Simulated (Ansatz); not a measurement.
# Screening in SnSe2 (P-3m1)

How strongly does SnSe2 (P-3m1) screen? Routes: perturbation theory, a sum over states and the RPA step of G0W0.

Program: Ansatz 0.2.0. Level of theory: linear response on PBE, plane waves, PAW. Results are calculated unless marked as measured.

This is a report of a sequence of runs, with most program output left out.

In doubt: the program warns that the response may not be converged on this k-mesh (step 2), which bears on dielectric and field responses.

### 1. Starting point

It takes space group P-3m1 (No. 164, trigonal). Conventional cell: a = 3.811 Å, b = 3.811 Å, c = 6.136 Å, α = 90.00°, β = 90.00°, γ = 120.00°. Nearest to Sn lie 6 Se at 2.72 Å. Nearest to Se lie 3 Sn at 2.72 Å. Farther neighbours and most contacts between anions are not listed.

Geometry: measured cell, ions relaxed with PBE. The runs that relaxed it are not among those shown.

### 2. Response to a homogeneous field

The response to a uniform field gives ε∞, a yardstick for the screening that GW builds on its mesh.

This step: dielectric response by perturbation theory, PBE, plane waves, PAW; PAW set soft_1.

File input.yaml:

```yaml
crystal:
  lattice:
    - [3.811, 0.0, 0.0]
    - [-1.9055, 3.3004228138, 0.0]
    - [0.0, 0.0, 6.136]
  atoms:
    - { symbol: Sn, position: [0.0, 0.0, 0.0] }
    - { symbol: Se, position: [0.3333333333, 0.6666666667, 0.2614399677] }
    - { symbol: Se, position: [0.6666666667, 0.3333333333, 0.7385600323] }
kpoints:
  mp_grid: { grid: [6, 6, 4] }
hamiltonian:
  xc: pbe
  pseudopotentials: { kind: paw, azcp: { folder: soft_1 } }
scf:
  occupations: { method: fixed }
dielectric: {}
```

On the command line:

```
$ ansatz run input.yaml --threads 3 --pin off --max-ram 92160MiB --backend cuda --events-out ev --progress --plain --runs-dir out --devices 1 --max-vram 13GiB
```

Wall time 1.9 min (1 × NVIDIA H100 80GB HBM3 (shared by 6 runs) with 3 threads of AMD EPYC 7R13 (Zen 3), shared host); peak memory 5.1 GiB.

Numbers from this step:

```yaml
stated_error_of_eps_infinity: 0.074
```

One over ε∞ averages 0.08, well under the quarter of exact exchange in PBE0, which by this rule of thumb may open the gap too far.

High-frequency dielectric tensor:

```
12.59  0.00  0.00
 0.00 12.59  0.00
 0.00  0.00 10.98
```

Born effective charge (e), principal values of the symmetric part by kind of site:

```tsv
atom	atoms with these values	low	middle	high	mean
Sn1	1	2.22	5.13	5.13	4.16
Se2	2	-2.57	-2.57	-1.11	-2.08
```

In full for Se2:

```
-2.57  0.00  0.00
 0.00 -2.57  0.00
 0.00  0.00 -1.11
```

### 3. Independent-particle spectrum

The independent-particle spectrum shows where the oscillator strength lies, before excitons and local fields.

This step: independent-particle optics on PBE, plane waves, PAW; PAW set soft_1.

input.yaml, as its differences from that of step 2:

```diff
@@ -10,3 +10,3 @@
 kpoints:
-  mp_grid: { grid: [6, 6, 4] }
+  mp_grid: { grid: [12, 12, 4] }
 hamiltonian:
@@ -16,2 +16,4 @@
   occupations: { method: fixed }
-dielectric: {}
+  n_extra_bands: 52
+output:
+  optics: { e_range: [0, 25], de: 0.1, sigma: 0.2 }
```

It took 2.1 min on 1 × NVIDIA H100 80GB HBM3 (shared by 6 runs) with 3 threads; peak memory 1.7 GiB.

This step gave:

```
ε∞ without local fields (xx, yy, zz)                                   : 13.25, 13.25, 13.79
electrons in the f-sum (xx, yy, zz)                                    : 25.37, 25.37, 25.30
bands in the explicit sum (the static value is completed to all bands) : 75
```

The sum gives ε∞ = 13.25 and 13.79 without local fields.

The ε₂ has structure finer than the step of the table below, so its rows give means over 1 eV, whole bins alone (the curve runs from 0 to 25 eV). Peaks (eV: height): xx=yy 3.7: 16.3, 4.8: 15.9, 8.2: 6.23; zz 2.1: 13.5, 4.7: 21.8.

Independent particles, no local fields, Gaussian width 0.2 eV. ε₂ against photon energy; means over each step:

```tsv
photon energy (eV)	xx=yy	zz
1	1.30	2.46
2	7.80	12.3
3	13.0	6.03
4	14.7	8.52
5	13.8	18.6
6	6.92	10.1
7	3.59	3.56
8	4.78	3.61
9	3.19	3.87
10	2.00	2.31
11	1.63	1.37
12	1.14	1.19
13	1.05	0.875
14	0.789	0.649
15	0.512	0.439
16	0.378	0.384
17	0.321	0.331
18	0.275	0.282
19	0.200	0.201
20	0.180	0.173
21	0.165	0.161
22	0.143	0.143
23	0.135	0.136
24	0.106	0.117
```

Independent particles, no local fields, Gaussian width 0.2 eV. The loss function by photon energy; read off at these points:

```tsv
photon energy (eV)	xx=yy	zz
0.50	0	0
1.00	0.00158	0.00163
1.50	0.0155	0.0223
2.00	0.0221	0.0453
2.50	0.0358	0.0878
3.00	0.0403	0.0840
3.50	0.0486	0.0400
4.00	0.0637	0.0356
4.50	0.0651	0.0343
5.00	0.0660	0.0534
5.50	0.0790	0.0593
6.00	0.104	0.0722
6.50	0.136	0.0842
7.00	0.187	0.124
7.50	0.320	0.251
8.00	0.179	0.282
8.50	0.154	0.189
9.00	0.197	0.186
9.50	0.228	0.209
10.00	0.279	0.216
10.50	0.336	0.247
11.00	0.366	0.328
11.50	0.390	0.413
12.00	0.472	0.470
12.50	0.610	0.467
13.00	0.662	0.593
13.50	0.637	0.653
14.00	0.712	0.746
14.50	0.836	0.920
15.00	1.09	1.30
15.50	1.46	1.83
16.00	1.94	2.14
16.50	2.75	2.72
17.00	3.04	3.08
17.50	3.31	3.06
17.70	3.39	3.14
18.00	3.29	3.24
18.30	3.29	3.46
18.50	3.25	3.32
19.00	2.66	2.55
19.50	1.75	1.79
20.00	1.36	1.28
20.50	1.10	1.05
21.00	0.984	0.895
21.50	0.676	0.654
22.00	0.575	0.558
22.50	0.505	0.493
23.00	0.440	0.428
23.50	0.364	0.351
24.00	0.262	0.275
24.50	0.227	0.247
25.00	0.237	0.317
```

Independent particles, no local fields, Gaussian width 0.2 eV. Table of ε₁ by photon energy:

```tsv
photon energy (eV)	xx=yy	zz
0.0	13.2	13.7
0.5	13.6	14.4
1.0	15.8	17.7
1.5	16.8	19.1
2.0	16.8	10.8
2.5	13.3	4.87
3.0	12.1	5.94
3.5	9.26	9.12
4.0	3.84	12.7
4.5	3.70	14.3
5.0	-2.65	0.303
5.5	-4.51	-4.03
6.0	-4.67	-6.44
6.5	-3.42	-5.94
7.0	-2.58	-3.94
7.5	-0.636	-1.95
8.0	0.428	-0.0432
8.5	-2.93	-1.25
9.0	-2.49	-2.48
9.5	-2.18	-2.36
10.0	-1.78	-2.30
10.5	-1.45	-1.98
11.0	-1.33	-1.52
11.5	-1.28	-1.21
12.0	-1.06	-1.05
12.5	-0.797	-1.07
13.0	-0.683	-0.843
13.5	-0.757	-0.763
14.0	-0.698	-0.668
14.5	-0.598	-0.543
15.0	-0.456	-0.383
15.5	-0.329	-0.243
16.0	-0.230	-0.169
16.5	-0.116	-0.0831
17.0	-0.0234	-0.00854
17.5	0.0215	0.0424
18.0	0.0853	0.0767
18.5	0.124	0.129
19.0	0.188	0.196
19.5	0.266	0.261
20.0	0.318	0.325
20.5	0.366	0.368
21.0	0.374	0.396
21.5	0.436	0.441
22.0	0.477	0.486
22.5	0.508	0.519
23.0	0.542	0.55
23.5	0.562	0.581
24.0	0.620	0.635
24.5	0.684	0.705
25.0	0.767	0.782
```

### 4. RPA screening from the G0W0 run

G0W0 replaces the xc potential by the self-energy, built once from these orbitals. Only a window of levels is corrected, while the sums run over the empty bands that the input names. This step takes PAW set soft_1 files.

This step: G0W0 on PBE, plane waves, PAW; PAW set soft_1.

input.yaml, the sections that differ from step 3:

```yaml
kpoints:
  mp_grid: { grid: [6, 6, 4] }
scf:
  occupations: { method: fixed }
gw:
  n_empty_bands: 495
  ecut_chi: 200.0
  qp_bands: [v2, c2]
  qp_kpoints: band_edges
  screening: { model: contour_deformation }
# crystal, hamiltonian: as in step 3
# output: removed
```

Run time: 52 s. Hardware: 1 × NVIDIA H100 80GB HBM3 (shared by 6 runs) with 3 threads; peak memory 2.6 GiB.

Numbers from this step:

```yaml
bands_summed: 518
rpa_eps_infinity_on_this_mesh_eigenvalues: 11.01, 14.42, 14.42
plane_waves_in_the_screening_matrix: 525
g0w0_gap_on_the_mesh: 1.164 eV
k_of_the_valence_top: 0, 0.1667, -0.25
k_of_the_conduction_bottom: 0, -0.5, -0.5
starting_gap_on_the_mesh: 0.7024 eV
least_direct_g0w0_gap_on_the_computed_points: 1.651 eV
```

The gap on the mesh goes from 0.70 eV to 1.16 eV, a correction of +0.46 eV. Between the two edge states, bare exchange in place of the xc potential would open the gap by 4.81 eV, and correlation takes back 4.35 eV.

Mean over the mesh in bins of 0.25 1/Å. The static inverse dielectric function, diagonal by length of q+G:

```tsv
length of q+G (Å⁻¹)	static inverse dielectric function, diagonal
0.30	0.119
0.54	0.170
0.98	0.297
1.23	0.381
1.49	0.465
2.00	0.614
2.26	0.673
2.51	0.722
3.01	0.798
3.25	0.827
3.50	0.854
4.00	0.901
4.25	0.919
4.50	0.934
5.00	0.955
5.25	0.962
5.50	0.968
6.00	0.978
6.25	0.981
6.50	0.985
7.00	0.990
7.19	0.991
```

### 5. The values together

Times are wall times on 1 × NVIDIA H100 80GB HBM3 (shared by 6 runs) with 3 threads of AMD EPYC 7R13 (Zen 3), shared host, good to a factor of about two.

```tsv
method	mesh	ε∞, low	middle	high	mean	time
perturbation theory (local fields and xc kernel)	6×6×4 (response on 1568 points)	10.98	12.59	12.59	12.05	1.9 min
sum over states (no local fields)	12×12×4	13.25	13.25	13.79	13.43	2.1 min
RPA with local fields, on the GW mesh	6×6×4	11.01	14.42	14.42	13.28	52 s
```

### 6. What came out

```
perturbation theory (local fields and xc kernel) : 10.98, 12.59, 12.59
sum over states (no local fields)                : 13.25, 13.25, 13.79
RPA with local fields, on the GW mesh            : 11.01, 14.42, 14.42
```

**Reading.** Mean Born effective charge: Sn1 4.16, Se2 -2.08 e. The most distinct maxima of the ε₂ (xx=yy) lie at 3.7, 4.8 and 8.2 eV, the highest at 3.7 eV. The loss function (xx=yy) has its highest peak at 17.7 eV. The sum without local fields gives 13.43 in the mean against 12.05 by perturbation theory; local fields lower ε∞ and the xc kernel gives part of it back, though the sum also carries the error of its own mesh. The RPA values on the 6×6×4 mesh average 1.10 times those of perturbation theory (means 13.28 and 12.05, which can hide unlike anisotropies). Without the xc kernel RPA should lie a little lower; it lies higher here. Perturbation theory sums its response on a denser mesh of its own, so the coarser sum of the GW run is the likely cause. PBE usually puts the gap too low, which tends to raise ε∞. Ions are clamped, so the lattice part of the static constant is not in these numbers.

[Paths, hosts, dates, memory and timing lines, banners, echoed tables and standing remarks are left out of the program output.]

[Logs are printed without paths, hosts, clocks, repeated set-up lines and the standing remarks that a program may print on its own settings, such as how far it seeks lower states.]

[Runs of the session that timed out or met a known fault of the program may be left out.]

[Cells called generated may have been cut or substituted from an entry of the Crystallography Open Database or the Materials Project.]

[Hosts, paths, dates, database ids (printed as entryN), source tags and the programs' standing remarks are cut or masked in the printed files.]
